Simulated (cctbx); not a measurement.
# Accept or mend?

Cell a = 6.3300 Å, b = 10.8290 Å, c = 3.5200 Å, α = 90.00°, β = 90.00°, γ = 90.00°; space group Pbam (no. 55). The compound is Na2MnCl2F2.

Simulated single-crystal data (cctbx): Cu Kα, λ = 1.54184 Å, to d = 0.83 Å, 95 % of the full sphere, strongest reflection 70000 counts, noise from counting, a 4 % proportional error and a noise floor of 15 counts (s.d.); no absorption.

An anisotropic refinement with weights 1/σ² prints:

```text
Rint 0.036, 262 unique reflections to 0.83 A
cycle     R1     wR2    GooF  max shift (A)
   1  0.3855  0.7459  33.096   0.04041
   3  0.3237  0.5985  26.555   0.00009
final R1 0.3237 wR2 0.5985 GooF 26.555  parameters 16  data/parameter 16.4
atom        x        y        z      Ueq    occ   su(xyz)  su(Uiso or U11)
Mn1    0.00000  0.00000  0.00000  -0.0195  1.000  0.00000  0.0046  NPD
Cl1    0.25877  0.45885  0.50000  -0.0109  1.000  0.00140  0.0054  NPD
Na1    0.57986  0.82269  0.50000  -0.0098  1.000  0.00267  0.0100  NPD
difference map: max 36.28 min -5.04 rms 3.22
Q1    0.0000  0.0000  0.0000    2   36.28  0.00 A from Mn1
Q2    0.1121  0.1967  0.0000    4   32.22  2.24 A from Mn1
Q3    0.2587  0.4554  0.5000    4   22.33  0.04 A from Cl1
Q4    0.0984  0.6899  0.5000    4   17.91  0.18 A from Na1
Q5    0.0883  0.8274  0.5000    4    5.47  1.63 A from Na1
Q6    0.0592  0.3365  0.0000    4    4.07  1.97 A from Na1
```

Q: Accept it or mend it, and why?

Mend it. The fault: an atom left out, F at (0.3872, 0.6980, 0). Against the right model at the same level, R1 goes from 0.0095 to 0.3237 and GooF from 0.94 to 26.55, U of Cl1 shrinks from 0.0140 to -0.0109 Å², U of Mn1 shrinks from 0.0065 to -0.0195 Å², the top difference peak, 36.3 e/Å³, lies on Mn1 and Mn1, Cl1 and Na1 go non-positive-definite. Q2 is the missing atom. With scattering power missing, scale and phases suffer, so peaks may also grow on the heavy atoms.

The compound is Na2MnCl2F2. The right model at the same level gives:

```text
Rint 0.036, 262 unique reflections to 0.83 A
cycle     R1     wR2    GooF  max shift (A)
   1  0.0393  0.1168   5.249   0.00229
   2  0.0095  0.0210   0.945   0.00000
final R1 0.0095 wR2 0.0210 GooF 0.945  parameters 22  data/parameter 11.9
atom        x        y        z      Ueq    occ   su(xyz)  su(Uiso or U11)
Mn1    0.00000  0.00000  0.00000   0.0065  1.000  0.00000  0.0001
Cl1    0.26008  0.45853  0.50000   0.0140  1.000  0.00004  0.0002
Na1    0.58455  0.81989  0.50000   0.0080  1.000  0.00007  0.0002
F1     0.38711  0.69799  0.00000   0.0112  1.000  0.00010  0.0004
difference map: max 0.19 min -0.16 rms 0.05
Q1    0.1396  0.6483  0.0000    4    0.19  1.66 A from F1
Q2    0.2298  0.5353  0.5000    4    0.18  0.85 A from Cl1
Q3    0.2232  0.2235  0.5000    4    0.16  1.30 A from Na1
Q4    0.2567  0.0707  0.0000    4    0.16  1.65 A from F1
Q5    0.1259  0.1241  0.0000    4    0.15  0.80 A from F1
Q6    0.0605  0.5800  0.5000    4    0.14  1.09 A from Na1
```

The model is made up (kin elements in a known structure type, no relaxation), so it says nothing on whether the phase exists.

[Middle refinement cycles are left out of these outputs.]

[Logs are printed without paths, hosts, clocks, repeated set-up lines and the standing remarks that a program may print on its own settings, such as how far it seeks lower states.]
